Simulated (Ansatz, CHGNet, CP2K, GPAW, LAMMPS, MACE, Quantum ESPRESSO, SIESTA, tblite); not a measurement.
## Running amorphous polyacrylonitrile (as short chains C14N4H18) at 360 K (108 atoms) with SIESTA

How do the settings of SIESTA change the result for amorphous polyacrylonitrile (as short chains C14N4H18) at 360 K (108 atoms)? A plane-wave run serves as the yardstick.

Main program and level: SIESTA 5.4.2; the method is named at each step.

## Step 1: Starting point

The cell holds 108 atoms: 42 C, 12 N and 54 H. Cell: a = 10.346 Å, b = 10.346 Å, c = 10.346 Å, α = 90.0°, β = 90.0°, γ = 90.0°. 3 polyacrylonitrile chains of 4 units with methyl end groups placed at random, at 1.09 g/cm³; overlaps pushed apart, then 20 ps at 800 K with MMFF94 bonds, angles, torsions, charges and radii (Halgren, J. Comput. Chem. 17, 490 (1996)) in harmonic and 12-6 forms. Snapshot after 30 ps at 360 K and fixed volume.

The yardstick, on the same geometry:

- method: Kohn-Sham DFT, PBE, SSSP efficiency 1.3.0 pseudopotentials, plane waves (Quantum ESPRESSO 7.5); sssp-pbe-1.3.0-efficiency, cutoffs 60/480 Ry, Γ point
- r.m.s. force component: 1.208 eV/Å
- longest force: 5.409 eV/Å
- pressure: 3.22 GPa
- gap (highest filled to lowest empty level): 5.888 eV
- time: 1.8 min on 2 MPI ranks of Arm Neoverse V2, shared host
- CPU time: 3.6 min

## Step 2: PBE, DZP, shift 0.01 Ry, mesh 500 Ry

Method: Kohn-Sham DFT, PBE, PseudoDojo 0.4.1 norm-conserving pseudopotentials (converted to PSML), numerical atomic orbitals (DZP), diagonalisation.

The .psml files are PseudoDojo norm-conserving potentials that we converted to this format, checked against plane waves on the same files for H, C, O, Si, Ge and Ca alone.

File input.fdf:

```
SystemLabel cell
NumberOfAtoms 108
NumberOfSpecies 3
%block ChemicalSpeciesLabel
  1 6 C
  2 7 N
  3 1 H
%endblock ChemicalSpeciesLabel
LatticeConstant 1.0 Ang
%block LatticeVectors
  10.34621 0.00000 0.00000
  0.00000 10.34621 0.00000
  0.00000 0.00000 10.34621
%endblock LatticeVectors
PAO.BasisSize DZP
PAO.EnergyShift 0.01 Ry
XC.Functional GGA
XC.Authors PBE
MeshCutoff 500 Ry
%block kgrid_Monkhorst_Pack
  1 0 0 0.0
  0 1 0 0.0
  0 0 1 0.0
%endblock kgrid_Monkhorst_Pack
SolutionMethod diagon
OccupationFunction FD
ElectronicTemperature 580 K
SCF.Mixer.Method Pulay
SCF.Mixer.Weight 0.15
SCF.Mixer.History 8
SCF.Mix Hamiltonian
MaxSCFIterations 300
SCF.DM.Tolerance 1e-04
SCF.H.Tolerance 1.0e-3 eV
WriteForces T
Write.HirshfeldPop T
Write.VoronoiPop T
Write.DM F
Write.H F
XML.Write F
AtomicCoordinatesFormat Fractional
%block AtomicCoordinatesAndAtomicSpecies
  0.07060 0.70091 0.35933 1
  0.16266 0.62867 0.26624 1
  0.26048 0.72437 0.21704 1
  0.21981 0.77282 0.08786 1
  0.19147 0.82295 0.99055 2
  0.39845 0.66595 0.21973 1
  0.44576 0.56826 0.12032 1
  0.46304 0.63946 0.00043 1
  0.44865 0.70140 0.91164 2
  0.34655 0.45528 0.10850 1
  0.41904 0.33119 0.07886 1
  0.51480 0.29506 0.18332 1
  0.56874 0.24359 0.26987 2
  0.31649 0.23395 0.07509 1
  0.33694 0.10508 0.00700 1
  0.42463 0.02356 0.08391 1
  0.49676 0.96207 0.14200 2
  0.39331 0.10632 0.87539 1
  0.11640 0.72849 0.44654 3
  0.98818 0.64727 0.37847 3
  0.02938 0.78661 0.30469 3
  0.20108 0.55876 0.32880 3
  0.11738 0.57585 0.18664 3
  0.26025 0.81430 0.28255 3
  0.39749 0.61433 0.30630 3
  0.46284 0.74253 0.25108 3
  0.52872 0.53520 0.15971 3
  0.29087 0.44844 0.19067 3
  0.27579 0.48210 0.04944 3
  0.46884 0.33262 0.98681 3
  0.23027 0.27498 0.01918 3
  0.27835 0.22210 0.17475 3
  0.24755 0.05779 0.99483 3
  0.41571 0.21017 0.84376 3
  0.48191 0.05094 0.86747 3
  0.31375 0.06611 0.81126 3
  0.16763 0.48728 0.61394 1
  0.13483 0.50521 0.76172 1
  0.01849 0.59049 0.77151 1
  0.04755 0.71410 0.71032 1
  0.07538 0.81516 0.66557 2
  0.96962 0.61416 0.91252 1
  0.82805 0.65126 0.91266 1
  0.74225 0.54695 0.87583 1
  0.67420 0.46406 0.85243 2
  0.80015 0.70554 0.04383 1
  0.86510 0.84036 0.08343 1
  0.80744 0.87406 0.20790 1
  0.76474 0.88545 0.30848 2
  0.82432 0.94529 0.98433 1
  0.85387 0.09046 0.01656 1
  0.96835 0.13651 0.93432 1
  0.05531 0.17922 0.87345 2
  0.74126 0.17799 0.98926 1
  0.24336 0.55204 0.59036 3
  0.20448 0.38731 0.60313 3
[... 48 atom lines left out ...]
  0.37145 0.90411 0.65748 3
  0.35809 0.71086 0.52784 3
  0.52300 0.73035 0.47477 3
  0.48817 0.68599 0.64375 3
%endblock AtomicCoordinatesAndAtomicSpecies
```

Started as:

```console
$ OMP_NUM_THREADS=1 mpirun -np 2 siesta < input.fdf > output.txt
```

The log of the run:

```text
Version         : 5.4.2
reinit: System Name:
reinit: System Label: cell
initatom: Reading input for the pseudopotentials and atomic orbitals ----------
Species number:   1 Atomic number:    6 Label: C
Species number:   2 Atomic number:    7 Label: N
Species number:   3 Atomic number:    1 Label: H
Ground state valence configuration (from tables):   2s02  2p02  3d00  4f00
Ground state valence configuration (from tables):   2s02  2p03  3d00  4f00
Ground state valence configuration (from tables):   1s01  2p00  3d00  4f00
---- Processing specs for species: C
GGA--PBE XC_GGA_X_PBE--XC_GGA_C_PBE pb
---- Processing specs for species: N
GGA--PBE XC_GGA_X_PBE--XC_GGA_C_PBE pb
---- Processing specs for species: H
GGA--PBE XC_GGA_X_PBE--XC_GGA_C_PBE pb
C pseudopotential only contains V_ls up to l=1 -- lmxkb reset.
N pseudopotential only contains V_ls up to l=1 -- lmxkb reset.
H pseudopotential only contains V_ls up to l=1 -- lmxkb reset.
Using PAO.SplitTailNorm
%block ChemicalSpeciesLabel
    1    6 C                       # Species index, atomic number, species label
    2    7 N                       # Species index, atomic number, species label
    3    1 H                       # Species index, atomic number, species label
%endblock ChemicalSpeciesLabel
%block PAO.Basis                 # Define Basis set
C                     2                    # Species label, number of l-shells
 n=2   0   2                         # n, l, Nzeta
   4.484      3.048
   1.000      1.000
 n=2   1   2 P   1                   # n, l, Nzeta, Polarization, NzetaPol
   5.436      3.692
   1.000      1.000
N                     2                    # Species label, number of l-shells
 n=2   0   2                         # n, l, Nzeta
   3.944      2.617
   1.000      1.000
 n=2   1   2 P   1                   # n, l, Nzeta, Polarization, NzetaPol
   4.781      3.167
   1.000      1.000
H                     1                    # Species label, number of l-shells
 n=1   0   2 P   1                   # n, l, Nzeta, Polarization, NzetaPol
   5.233      3.529
   1.000      1.000
%endblock PAO.Basis
coor:   Atomic-coordinates input format  =     Fractional
siesta: System type = bulk
initatomlists: Number of atoms, orbitals, and projectors:    108   972   702
siesta: ******************** Simulation parameters ****************************
Total number of electrons:   282.000000
Total ionic charge:   282.000000
 Kpoints in:            1 . Kpoints trimmed:            1
siesta: k-grid: Number of k-points = 1
siesta: k-points from Monkhorst-Pack grid
siesta: k-cutoff (effective) =     5.173 Ang
siesta: k-point supercell and displacements
siesta: k-grid:     1     0     0      0.000
siesta: k-grid:     0     1     0      0.000
siesta: k-grid:     0     0     1      0.000
                     ====================================
                        Single-point calculation
                     ====================================
outcell: Unit cell vectors (Ang):
       10.346210    0.000000    0.000000
        0.000000   10.346210    0.000000
        0.000000    0.000000   10.346210
outcell: Cell vector modules (Ang)   :   10.346210   10.346210   10.346210
outcell: Cell angles (23,13,12) (deg):     90.0000     90.0000     90.0000
outcell: Cell volume (Ang**3)        :   1107.5003
Gamma-point calculation with multiply-connected orbital pairs
Gamma-point calculation with multiply-connected orbital pairs
Folding of H and S implicitly performed
Folding of H and S implicitly performed
new_DM -- step:     1
Initializing Density Matrix...
Attempting to read DM from file... Failed...
DM filled with atomic data:
InitMesh: MESH = 144 x 144 x 144 = 2985984
InitMesh: Mesh cutoff (required, used) =   500.000   535.383 Ry
stepf: Fermi-Dirac step function
        iscf     Eharris(eV)        E_KS(eV)     FreeEng(eV)     dDmax    Ef(eV) dHmax(eV)
   scf:    1   -11150.547562   -11080.482975   -11080.482975  1.946438 -4.232292  7.106922
   scf:    2   -11103.499670   -11093.563527   -11093.563527  0.059220 -3.685837  4.792262
   scf:    3   -11102.710326   -11099.797975   -11099.797975  0.092236 -5.031320  1.335761
   scf:    4   -11101.170906   -11100.725490   -11100.725490  0.040523 -6.791643  0.470896
   scf:    5   -11100.951585   -11100.858313   -11100.858313  0.014469 -6.641154  0.169593
   scf:    6   -11100.890816   -11100.879442   -11100.879442  0.004536 -6.615666  0.094515
[...]
scf:   10   -11100.887034   -11100.887004   -11100.887004  0.000299 -6.611807  0.002452
   scf:   11   -11100.887013   -11100.887009   -11100.887009  0.000106 -6.611226  0.001434
   scf:   12   -11100.887011   -11100.887010   -11100.887010  0.000049 -6.611045  0.000923
SCF Convergence by DM+H criterion
max |DM_out - DM_in|         :     0.0000488804
max |H_out - H_in|      (eV) :     0.0009229629
SCF cycle converged after 12 iterations
Using DM_out to compute the final energy and forces
siesta: E_KS(eV) =           -11100.8870
siesta: E_KS - E_eggbox =    -11100.8870
siesta: Atomic forces (eV/Ang):
     1    0.129698    1.338819   -3.853584
     2   -1.978503    1.630027    0.675265
     3    0.949430    0.589879   -0.715856
     4    0.904812   -0.167253    1.935569
     5   -0.614413    0.589113   -1.619934
     6   -0.619163    1.369425   -0.188836
[...]
106   -0.270515    0.016674   -0.025916
   107    0.000971   -0.236638    0.254235
   108   -0.225940    0.233872   -0.391254
----------------------------------------
   Tot   -0.000767    0.001181   -0.002178
----------------------------------------
   Max    6.272298
   Res    1.573835    sqrt( Sum f_i^2 / 3N )
----------------------------------------
   Max    6.272298    constrained
Stress tensor Voigt[x,y,z,yz,xz,xy] (kbar):      -77.84      -61.30      -73.32        3.50       -6.84        1.96
(Free)E + p*V (eV/cell)   -11051.9341
Target enthalpy (eV/cell)   -11100.8870
siesta: Program's energy decomposition (eV):
siesta: Ebs     =     -3758.276589
siesta: Eions   =     18938.257983
siesta: Ena     =      4984.491052
siesta: Ekin    =      7720.444241
siesta: Enl     =      -634.035677
siesta: DEna    =      -322.051710
siesta: DUscf   =        32.977115
siesta: Ex      =     -3625.857338
siesta: Ec      =      -318.596711
siesta: Exc     =     -3944.454048
siesta: Eharris =    -11100.887011
siesta: Etot    =    -11100.887010
siesta: FreeEng =    -11100.887010
siesta: Final energy (eV):
siesta:  Band Struct. =   -3758.276589
siesta:       Kinetic =    7720.444241
siesta:       Hartree =    5953.503179
siesta:         Exch. =   -3625.857338
siesta:         Corr. =    -318.596711
siesta:   Exch.-corr. =   -3944.454048
siesta:  Ion-electron =  -18961.110574
siesta:       Ion-ion =   -1869.269808
siesta:         Total =  -11100.887010
siesta:         Fermi =      -6.611045
siesta: Stress tensor (static) (eV/Ang**3):
siesta:    -0.048583    0.001226   -0.004272
siesta:     0.001226   -0.038259    0.002183
siesta:    -0.004272    0.002183   -0.045762
siesta: Cell volume =       1107.500338 Ang**3
siesta: Pressure (static):
siesta:                Solid            Molecule  Units
siesta:           0.00048141          0.00074686  Ry/Bohr**3
siesta:           0.04420129          0.06857322  eV/Ang**3
siesta:          70.81827548        109.86640389  kBar
    Orbital volume contribution        =          32.841223 eV
    (Free)E + p_basis*V_orbitals       =      -11068.045787 eV
    (Free)Eharris+ p_basis*V_orbitals  =      -11068.045788 eV
Hirshfeld Atomic Populations:
Atom #   charge [q] valence [e]  Species
     1    -0.085263    4.085263  C
     2    -0.035431    4.035431  C
     3     0.043177    3.956823  C
     4     0.084908    3.915092  C
     5    -0.148884    5.148884  N
     6    -0.034763    4.034763  C
     7     0.028879    3.971121  C
[...]
9    -0.178649    5.178649  N
[...]
13    -0.153468    5.153468  N
[...]
17    -0.183616    5.183616  N
[...]
19     0.017747    0.982253  H
    20     0.023881    0.976119  H
    21     0.010210    0.989790  H
    22     0.025480    0.974520  H
    23     0.026195    0.973805  H
    24     0.039980    0.960020  H
[...]
41    -0.154758    5.154758  N
[...]
45    -0.162859    5.162859  N
[...]
--------------------
 Total    -0.000002
Voronoi Atomic Populations:
Atom #   charge [q] valence [e]  Species
[...]
81    -0.161643    5.161643  N
[...]
85    -0.160738    5.160738  N
[...]
87     0.027789    3.972211  C
    88     0.064506    3.935494  C
    89    -0.178308    5.178308  N
    90    -0.005410    4.005410  C
[...]
106     0.005339    0.994661  H
   107     0.017791    0.982209  H
   108     0.025979    0.974021  H
--------------------
 Total    -0.000002
```

Wall time 1.7 min (2 MPI ranks of Arm Neoverse V2, shared host); peak memory 1.7 GiB.

Banners, paths, timers and routine set-up lines are dropped from the logs unmarked, and long logs keep their key lines alone; longer cuts are marked.

Against the reference:

```
r.m.s. force component                           : 1.574 eV/Å
r.m.s. difference of force components            : 722.9 meV/Å
longest difference of force vectors              : 3230 meV/Å
force difference over r.m.s. force               : 59.84 %
slope of forces against the reference's          : 1.17
correlation of force components                  : 0.8978
gap (highest filled to lowest empty level) : 6.036 eV
gap difference                                   : 0.1481 eV
pressure                                         : 7.082 GPa
pressure difference                              : 3.862 GPa
```

This run lies far from the reference in forces at the same functional.

Length of the force difference by element (eV/Å):

| element | atoms | mean | most |
| --- | --- | --- | --- |
| C | 42 | 0.92 | 2.6 |
| H | 54 | 0.68 | 1.0 |
| N | 12 | 2.6 | 3.2 |

Levels nearest the highest filled one (eV from it): -0.55, -0.52, -0.45, -0.38, -0.34, -0.33, -0.26, -0.23, -0.18, -0.14, -0.09, 0.00, 6.04, 6.14, 6.18, 6.32, 6.40, 6.45, 6.52, 6.53, 6.56, 6.66, 6.75, 6.78.

Local excerpt of 11 atoms (numbers count through the whole input) about N9, which bears the longest force; x, y, z are measured from there.

| atom | x | y | z | distance (Å) | bonds | Hirshfeld charge (e) | Fx | Fy | Fz (eV/Å) |
| --- | --- | --- | --- | --- | --- | --- | --- | --- | --- |
| N9 | 0.00 | 0.00 | 0.00 | 0.00 | 1 | -0.18 | -0.46 | 4.17 | -6.24 |
| C8 | 0.15 | -0.64 | 0.92 | 1.13 | 2 | 0.08 | 0.63 | -4.05 | 4.92 |
| C7 | -0.03 | -1.38 | 2.16 | 2.56 | 4 | 0.03 | -4.19 | 1.96 | -0.81 |
| H108 | 0.41 | -0.16 | -2.77 | 2.81 | 1 | 0.04 | -0.23 | 0.23 | -0.39 |
| H65 | 2.61 | 0.20 | 1.35 | 2.95 | 1 | 0.02 | -3.23 | 0.77 | 0.43 |
| N5 | -2.66 | 1.26 | 0.82 | 3.05 | 1 | -0.15 | -0.61 | 0.59 | -1.62 |
| C4 | -2.37 | 0.74 | 1.82 | 3.08 | 2 | 0.08 | 0.90 | -0.17 | 1.94 |
| H59 | -2.43 | -1.53 | -1.14 | 3.09 | 1 | 0.02 | 2.34 | 1.01 | 1.46 |
| H27 | 0.83 | -1.72 | 2.57 | 3.20 | 1 | 0.04 | 4.11 | -1.66 | 1.37 |
| H29 | -1.79 | -2.27 | 1.43 | 3.22 | 1 | 0.03 | -3.50 | 1.00 | -4.41 |
| C6 | -0.52 | -0.37 | 3.19 | 3.25 | 4 | -0.03 | -0.62 | 1.37 | -0.19 |

Forces lie 60 % from the reference's, at 0.96 times its CPU time.

The difference per atom is largest on N (2.6 eV/Å on average, against 0.92 on C).

## Step 3: PBE, SZP, shift 0.01 Ry, mesh 500 Ry

Method: Kohn-Sham DFT, PBE, PseudoDojo 0.4.1 norm-conserving pseudopotentials (converted to PSML), numerical atomic orbitals (SZP), diagonalisation.

input.fdf, as its differences from that of step 2:

```diff
@@ -14,3 +14,3 @@
 %endblock LatticeVectors
-PAO.BasisSize DZP
+PAO.BasisSize SZP
 PAO.EnergyShift 0.01 Ry
```

The log of the run:

```text
Version         : 5.4.2
reinit: System Name:
reinit: System Label: cell
initatom: Reading input for the pseudopotentials and atomic orbitals ----------
Species number:   1 Atomic number:    6 Label: C
Species number:   2 Atomic number:    7 Label: N
Species number:   3 Atomic number:    1 Label: H
Ground state valence configuration (from tables):   2s02  2p02  3d00  4f00
[... lines left out ...]
SCF Convergence by DM+H criterion
[... lines left out ...]
SCF cycle converged after 11 iterations
[... lines left out ...]
   Max    9.993591
[... lines left out ...]
   Max    9.993591    constrained
Stress tensor Voigt[x,y,z,yz,xz,xy] (kbar):     -128.55     -112.19     -158.78       16.14      -21.30      -15.13
[... lines left out ...]
siesta: FreeEng =    -11028.055261
[... lines left out ...]
siesta:         Fermi =      -6.151310
[... lines left out ...]
siesta:         133.17196572        199.06287764  kBar
[... lines left out ...]
    (Free)Eharris+ p_basis*V_orbitals  =      -11000.074010 eV
Hirshfeld Atomic Populations:
Atom #   charge [q] valence [e]  Species
     1    -0.103914    4.103914  C
     2    -0.049425    4.049425  C
     3     0.035172    3.964828  C
[...]
5    -0.127485    5.127485  N
[...]
9    -0.151246    5.151246  N
[...]
13    -0.133096    5.133096  N
[...]
19     0.023570    0.976430  H
    20     0.033608    0.966392  H
    21     0.015433    0.984567  H
[...]
--------------------
 Total    -0.000006
Voronoi Atomic Populations:
Atom #   charge [q] valence [e]  Species
[...]
85    -0.150174    5.150174  N
[...]
88     0.056576    3.943424  C
    89    -0.170704    5.170704  N
    90     0.027775    3.972225  C
[...]
107     0.003998    0.996002  H
   108     0.015260    0.984740  H
--------------------
 Total    -0.000006
```

Wall time 84 s (2 MPI ranks); peak memory 1.6 GiB; 2.8 min of CPU time.

Against the reference:

```yaml
r_m_s_force_component: 2.485 eV/Å
r_m_s_difference_of_force_components: 1914 meV/Å
longest_difference_of_force_vectors: 7785 meV/Å
force_difference_over_r_m_s_force: 158.4 %
slope_of_forces_against_the_reference_s: 1.361
correlation_of_force_components: 0.6615
spacing_of_highest_filled_and_lowest_empty_level: 6.223 eV
gap_difference: 0.3351 eV
pressure: 13.32 GPa
pressure_difference: 10.1 GPa
```

This is a coarse setting, run to see what it loses.

Against the first run (60 %), the force difference from the reference is 158 %, at 0.80 times the CPU time, with 702 basis functions against 972: the smaller basis costs accuracy.

The difference per atom is largest on N (6.8 eV/Å on average, against 2.5 on C).

(Continued in part 2 of 2.)

[Also dropped from logs without a mark: logging warnings of Python, and SIESTA's first energy breakdown and zero terms.]

[Logs are printed without paths, hosts, clocks, repeated set-up lines and the standing remarks that a program may print on its own settings, such as how far it seeks lower states.]

[Hosts, paths, dates, database ids (printed as entryN), source tags and the programs' standing remarks are cut or masked in the printed files.]

[The MMFF94 radii named for the starting cell were scaled by 0.96; in molecules described by MMFF94, hydrogen bound to N, O or S took a small fixed 12-6 site in their place.]
